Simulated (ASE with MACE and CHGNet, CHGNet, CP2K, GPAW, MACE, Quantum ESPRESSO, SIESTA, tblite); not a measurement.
## Machine-learned potentials on random packing of Si57C22H21 (at. %) (99 atoms): settings against a plane-wave reference

Wanted: machine-learned potentials inputs and outputs for random packing of Si57C22H21 (at. %) (99 atoms), checked against a plane-wave reference.

Program: ASE with MACE and CHGNet. Level of theory: the method is named at each step. Results are calculated unless marked as measured.

### 1. Set-up

The cell holds 99 atoms: 56 Si, 22 C and 21 H. Cell: a = 11.200 Å, b = 11.200 Å, c = 11.200 Å, α = 90.0°, β = 90.0°, γ = 90.0°. 99 atoms (56 Si, 22 C, 21 H) packed at random in a cube at 2.2 g/cm³ and pushed apart as soft spheres; a start for melting by ab initio MD, not an equilibrated structure. Then every atom was moved at random, 0.05 Å r.m.s. a Cartesian component (hydrogen 0.6 of that).

The yardstick, on the same geometry:

```
method                 : Kohn-Sham DFT, PBE, SSSP efficiency 1.3.0 pseudopotentials, plane waves (Quantum ESPRESSO 7.5); sssp-pbe-1.3.0-efficiency, cutoffs 60/480 Ry, Γ point
r.m.s. force component : 1.77 eV/Å
longest force          : 7.461 eV/Å
pressure               : -2.478 GPa
time                   : 8 min on 2 MPI ranks of Arm Neoverse V1, shared host
CPU time               : 16 min
```

### 2. MACE MPA-0 medium potential

Method: machine-learned interatomic potential MACE MPA-0 medium, trained on PBE(+U) plane-wave data.

run.py reads:

```python
import numpy as np
from ase.io import read
import mlip  # loads the published weights by name

atoms = read("structure.xyz")
atoms.calc = mlip.calc("mace-mpa-0-medium")
energy = atoms.get_potential_energy()
forces = atoms.get_forces()
print(f"energy {energy:.6f} eV")
print("forces (eV/A)")
for i, (a, f) in enumerate(zip(atoms, forces)):
    print(f"{i:4d} {a.symbol:2s} {f[0]:10.5f} {f[1]:10.5f} {f[2]:10.5f}")
stress = -atoms.get_stress(voigt=False) * 160.21766
print("stress (GPa, compression positive)")
for row in stress:
    print(" ".join(f"{x:10.4f}" for x in row))
```

structure.xyz reads:

```xyz
99
Lattice="11.20040 0.00000 0.00000 0.00000 11.20040 0.00000 0.00000 0.00000 11.20040" Properties=species:S:1:pos:R:3 pbc="T T T"
Si 7.22280 4.56383 3.60698
Si 3.20399 10.87492 5.78075
Si 10.97426 1.57567 3.77554
Si 5.00803 7.80455 4.00448
Si 7.36998 1.29622 10.21510
Si 10.52468 9.80181 6.29978
Si 3.25920 7.11528 7.05233
Si 5.14446 6.93193 7.80634
Si 4.50939 0.91765 0.12152
Si 10.91087 7.79380 10.45076
Si 1.39624 2.26158 2.48022
Si 1.44015 3.69143 8.01422
Si 2.00834 5.31381 6.55951
Si 6.05606 2.35936 0.40456
Si 4.96245 10.74443 9.16350
Si 10.31008 1.89892 0.34486
Si 4.61064 5.36062 6.23896
Si 9.91336 4.50491 6.42175
Si 9.08196 5.91359 0.19567
Si 5.23249 5.15263 4.26847
Si 0.15636 7.25887 1.68152
Si 8.67348 7.74754 8.52093
Si 7.19603 9.00456 2.91054
Si 10.32341 5.61790 2.06983
Si 2.25162 8.07179 4.81102
Si 5.33889 0.75995 7.37199
Si 1.36510 6.41223 3.24173
Si 4.02934 1.67916 5.95055
Si 8.81516 10.61462 1.81614
Si 4.52328 5.69809 2.32072
Si 7.71472 3.48209 5.37966
Si 3.43203 6.76314 10.01349
Si 9.40621 1.57018 9.55170
Si 8.85224 6.30695 6.93014
Si 2.27133 3.28810 10.14969
Si 0.70686 3.36863 4.68434
Si 2.71621 9.84426 9.35693
Si 4.32604 3.58446 9.92859
Si 10.17512 8.87789 1.02316
Si 8.35964 8.71940 5.53009
Si 2.88623 3.58200 3.96035
Si 1.02808 10.73200 1.90104
Si 2.95489 10.70758 0.57536
Si 6.73446 8.67594 9.23731
Si 9.21681 9.96858 8.41844
Si 2.59009 1.13225 10.22574
Si 7.03027 7.02523 6.36060
Si 3.41523 10.02279 3.19682
Si 3.42172 2.89687 8.10170
Si 10.86954 0.34049 8.58175
Si 10.67219 3.82538 11.07316
Si 3.61123 8.56752 0.59295
Si 7.31834 1.66360 6.97460
Si 3.94702 4.62935 0.54154
Si 0.06810 9.77493 10.03645
Si 5.41663 6.44639 0.01859
[... 39 atom lines left out ...]
H 9.72564 8.75322 2.95691
H 8.45653 7.09086 3.19514
H 8.10853 3.13544 0.74035
H 11.12345 7.92496 5.47151
```

The run is started by

```bash
> OMP_NUM_THREADS=1 python run.py > output.txt
```

Log:

```text
energy -419.614164 eV
forces (eV/A)
   0 Si    0.94613    1.52722   -3.79044
   1 Si   -1.85987   -3.60771   -0.37787
   2 Si   -3.67530   -2.49464    1.13062
   3 Si   -0.48499    0.95379    0.21064
   4 Si   -1.07551   -2.90675   -0.83705
   5 Si    2.04353    1.16341   -1.07329
   6 Si   -4.42062    2.22147   -1.93362
   7 Si    5.70841    0.50447    3.46996
   8 Si    0.84455    0.35273    0.53992
   9 Si    0.27914   -6.88282   -2.86976
  10 Si    3.47167    0.19086   -2.38076
  11 Si   -3.55724    0.89198    0.05315
  12 Si   -0.09102   -0.68652   -1.13570
  13 Si    1.91584    3.24910    1.90476
  14 Si    0.06431   -1.08305    1.85840
  15 Si   -0.44398   -4.33608    3.73492
  16 Si   -1.37429   -1.04769    2.59244
  17 Si    1.40466   -4.05933   -0.34742
  18 Si   -1.26154   -0.20413   -1.38929
  19 Si   -0.57410   -0.98574   -0.48188
  20 Si    4.99648    3.48118   -3.10396
  21 Si   -1.78596    2.28472    2.24476
  22 Si    0.17090   -1.22879   -0.20395
  23 Si   -3.42959   -6.22468    2.55212
[...]
91 H    -0.80922   -0.00612   -0.03122
  92 H     0.09906   -0.14799   -0.03770
  93 H     0.53561   -0.36363   -0.11215
  94 H     0.57343    0.07995    0.37263
  95 H    -0.30602    0.11480   -0.88169
  96 H    -0.30667    0.81363   -0.29399
  97 H    -0.41288   -0.51437   -0.37189
  98 H     0.13267    0.84365    0.09670
stress (GPa, compression positive)
   -3.8697     0.3843     0.4929
    0.3843    -2.7024    -0.3865
    0.4929    -0.3865    -2.6847
```

Elapsed: 12 s, on 1 thread of Arm Neoverse V1, shared host; peak memory 1.1 GiB.

Banners, paths, timers and routine set-up lines are dropped from the logs unmarked, and long logs keep their key lines alone; longer cuts are marked.

Against the reference:

```
r.m.s. force component                  : 1.79 eV/Å
r.m.s. difference of force components   : 307.8 meV/Å
longest difference of force vectors     : 1393 meV/Å
force difference over r.m.s. force      : 17.39 %
slope of forces against the reference's : 0.996
correlation of force components         : 0.9851
pressure                                : -3.086 GPa
pressure difference                     : -0.6076 GPa
```

Length of the force difference by element (eV/Å):

```csv
element,atoms,mean,most
C,22,0.59,1.4
H,21,0.28,0.55
Si,56,0.51,1.00
```

A closer look about Si24, which bears the longest force: 12 atoms, nearest first, numbered in the order of the input, with positions taken from that point.

```csv
atom,x,y,z,distance (Å),bonds,Fx,Fy,Fz (eV/Å)
Si24,0.00,0.00,0.00,0.00,2,-3.43,-6.22,2.55
Si21,1.03,1.64,-0.39,1.98,4,5.00,3.48,-3.10
Si19,-1.24,0.30,-1.87,2.27,1,-1.26,-0.20,-1.39
H97,-1.87,1.47,1.13,2.63,0,-0.31,0.81,-0.29
Si27,2.24,0.79,1.17,2.65,3,2.84,-1.02,1.47
H81,-0.62,-2.61,0.39,2.71,0,0.54,-0.63,0.06
H88,0.00,0.72,2.68,2.78,0,0.12,0.12,0.18
Si51,0.35,-1.79,-2.20,2.86,2,0.47,5.70,-1.95
C72,3.01,-0.87,-0.83,3.24,1,-0.19,-0.63,0.34
C69,2.13,1.31,-2.09,3.26,2,0.05,0.33,0.68
H96,-0.60,3.14,0.89,3.31,0,-0.31,0.11,-0.88
Si39,-0.15,3.26,-1.05,3.43,3,-2.55,3.44,1.80
```

Atoms are counted from 1 here, from 0 in the log.

Forces lie 17 % from the reference's, at 0.012 times its CPU time (on 1 against 2 cores).

### 3. MACE MP-0b3 medium potential

Method: machine-learned interatomic potential MACE MP-0b3 medium, trained on PBE(+U) plane-wave data.

run.py, as its differences from that of step 2:

```diff
@@ -5,3 +5,3 @@
 atoms = read("structure.xyz")
-atoms.calc = mlip.calc("mace-mpa-0-medium")
+atoms.calc = mlip.calc("mace-mp-0b3-medium")
 energy = atoms.get_potential_energy()
```

structure.xyz is that of step 2.

Log:

```text
energy -423.786986 eV
forces (eV/A)
   0 Si    1.18884    1.13590   -3.24222
   1 Si   -1.54315   -2.44248   -0.84192
   2 Si   -3.27962   -1.55931    0.84481
   3 Si   -0.35633    0.07442   -0.31081
   4 Si   -0.94057   -3.07190   -0.92233
   5 Si    1.49960    0.54241   -0.97513
   6 Si   -4.34639    2.58243   -2.29883
   7 Si    5.63308    0.55387    3.64162
   8 Si    0.28472    0.22808    0.85197
   9 Si    0.44612   -6.66234   -2.46989
  10 Si    3.27018    0.33654   -1.85474
  11 Si   -3.11950    0.73464    0.05755
  12 Si   -0.24426   -0.89674   -1.22759
  13 Si    2.20134    3.44779    1.85098
  14 Si    0.10398   -1.25936    1.86198
  15 Si   -0.95957   -4.31868    3.39262
  16 Si   -1.38370   -1.46447    3.00623
  17 Si    0.81541   -3.91839   -0.44292
  18 Si   -0.98074    0.08880   -1.95077
  19 Si   -0.67063   -0.57772   -1.70320
  20 Si    4.99875    3.21579   -2.03476
  21 Si   -1.37903    1.59869    1.80846
  22 Si    0.47013   -1.25197    0.17083
  23 Si   -2.92202   -5.78103    2.32563
[...]
91 H    -0.58471   -0.06689    0.00910
  92 H    -0.38476   -0.22935   -0.09018
  93 H     0.71806   -0.45900    0.32426
  94 H     1.11515    0.44692    0.73714
  95 H     0.03998    0.09438   -1.61714
  96 H    -0.68001    1.01373   -0.39646
  97 H    -1.22079   -0.94695   -0.26512
  98 H     0.02953    1.30640    0.28259
stress (GPa, compression positive)
   -3.4076     0.4308    -0.0418
    0.4308    -2.2959    -0.6201
   -0.0418    -0.6201    -3.3529
```

The job ended after 10 s (1 thread; peak memory 1.1 GiB).

Compared with the plane-wave run:

```yaml
r_m_s_force_component: 1.708 eV/Å
r_m_s_difference_of_force_components: 435.9 meV/Å
longest_difference_of_force_vectors: 1820 meV/Å
force_difference_over_r_m_s_force: 24.63 %
slope_of_forces_against_the_reference_s: 0.9351
correlation_of_force_components: 0.9692
pressure: -3.019 GPa
pressure_difference: -0.5408 GPa
```

Against the first run (17 %), the force difference from the reference is 25 %, at 0.91 times the CPU time.

### 4. CHGNet 0.3.0 potential

Method: machine-learned interatomic potential CHGNet 0.3.0, trained on PBE(+U) plane-wave data.

run.py, as its differences from that of step 3:

```diff
@@ -5,3 +5,3 @@
 atoms = read("structure.xyz")
-atoms.calc = mlip.calc("mace-mp-0b3-medium")
+atoms.calc = mlip.calc("chgnet-0.3.0")
 energy = atoms.get_potential_energy()
```

structure.xyz is that of step 3.

Log:

```text
CHGNet v0.3.0 initialized with 412,525 parameters
CHGNet will run on cpu
energy -435.690369 eV
forces (eV/A)
   0 Si    0.95339    0.82174   -2.33405
   1 Si   -0.80635   -2.18528    0.26686
   2 Si   -2.77671   -1.20573    1.21226
   3 Si   -0.23110    0.46295    0.00231
   4 Si   -1.16725   -2.18507   -0.03204
   5 Si    1.63669    0.77219   -0.88285
   6 Si   -4.82149    1.98656   -1.93850
   7 Si    5.95483   -0.01147    2.97317
   8 Si    0.87833    0.91866    0.82780
   9 Si    0.18703   -5.59181   -2.12776
  10 Si    2.48487    0.10667   -1.61837
  11 Si   -2.10366    1.12939   -0.09240
  12 Si   -0.26000   -0.72591   -0.75860
  13 Si    2.27930    2.94862    1.34119
  14 Si   -0.03213   -0.92059    1.25970
  15 Si   -0.68189   -4.07161    3.04681
  16 Si   -1.11125   -0.50627    2.55435
  17 Si    0.51054   -3.32343   -0.32269
  18 Si   -1.16942   -0.42454   -0.79910
  19 Si   -0.11661   -0.52688   -0.71193
  20 Si    4.94003    4.38112   -2.52612
  21 Si   -1.94605    2.02645    1.41316
  22 Si    0.05751   -0.75718   -0.30014
  23 Si   -3.86698   -6.48344    2.42410
[...]
91 H    -0.72010   -0.28789   -0.24722
  92 H     0.09258    0.39358   -0.05852
  93 H     0.63413    0.03233   -0.08083
  94 H     0.87011    0.03751    0.37443
  95 H     0.36292    0.43061   -1.26014
  96 H    -0.65259    0.38459   -0.33978
  97 H    -0.87276   -0.66588   -0.35451
  98 H    -0.14347    1.17363    0.27895
stress (GPa, compression positive)
   -4.5266     0.3892     0.8149
    0.3892    -2.9985    -0.9182
    0.8149    -0.9182    -4.0415
```

It took 4.8 s on 1 thread; peak memory 1.3 GiB.

Compared with the plane-wave run:

```yaml
r_m_s_force_component: 1.635 eV/Å
r_m_s_difference_of_force_components: 535.9 meV/Å
longest_difference_of_force_vectors: 2008 meV/Å
force_difference_over_r_m_s_force: 30.28 %
slope_of_forces_against_the_reference_s: 0.8809
correlation_of_force_components: 0.9535
pressure: -3.856 GPa
pressure_difference: -1.377 GPa
```

Against the first run (17 %), the force difference from the reference is 30 %, at 0.42 times the CPU time.

### 5. All runs compared

Differences are against the plane-wave reference, forces as r.m.s. over components; share is that over the reference's r.m.s. force, slope the least-squares factor from reference forces to these. Total energies of different programs have different zeros and aren't compared.

```csv
run,"Δ force, r.m.s. (meV/Å)",share (%),slope,Δ pressure (GPa),cores,CPU time,memory (GiB)
reference,-,-,-,-,2,16 min,5.7
MACE MPA-0 medium potential,308,17.4,0.996,-0.608,1,11 s,1.1
MACE MP-0b3 medium potential,436,24.6,0.935,-0.541,1,10 s,1.1
CHGNet 0.3.0 potential,536,30.3,0.881,-1.38,1,4.8 s,1.3
```

Times of the machine-learned potentials are mostly Python's start and the loading of weights.

CPU time is summed over cores on a shared host, where runs went side by side, so it is rough. Symmetry, cutoffs, thresholds, outputs and thread counts weren't matched or tuned between programs; memory under MPI is the largest rank's times the ranks.

### 6. Outcome

| Quantity | Value |
| --- | --- |
| nearest in forces | MACE MPA-0 medium potential, 17 % |
| its CPU time | 11 s |

In words: Machine-learned potentials differ by 17 % (MACE MPA-0 medium potential) to 30 % (CHGNet 0.3.0 potential); they were trained on other programs' data. The reference's pressure holds the uncorrected Pulay stress of its 60 Ry basis, so small pressure differences, and their order, may be the reference's own error. The electron count is odd in QE PBE, sssp-1.3.0-efficiency, 60/480 Ry, and they have no spin polarisation, so the unpaired electron is spread evenly over both spins. Machine-learned potentials mimic data converged in k, so the reference's own k-point error enters their differences. The reference's pressure of -2.5 GPa belongs to a cell and atoms that aren't relaxed at this level. The electronic-structure runs sample only Γ, in a cell whose shortest periodic width is 11 Å, which is coarse for a cell with partly filled levels.

[Also dropped from logs without a mark: logging warnings of Python, and SIESTA's first energy breakdown and zero terms.]

[Logs are printed without paths, hosts, clocks, repeated set-up lines and the standing remarks that a program may print on its own settings, such as how far it seeks lower states.]

[Hosts, paths, dates, database ids (printed as entryN), source tags and the programs' standing remarks are cut or masked in the printed files.]
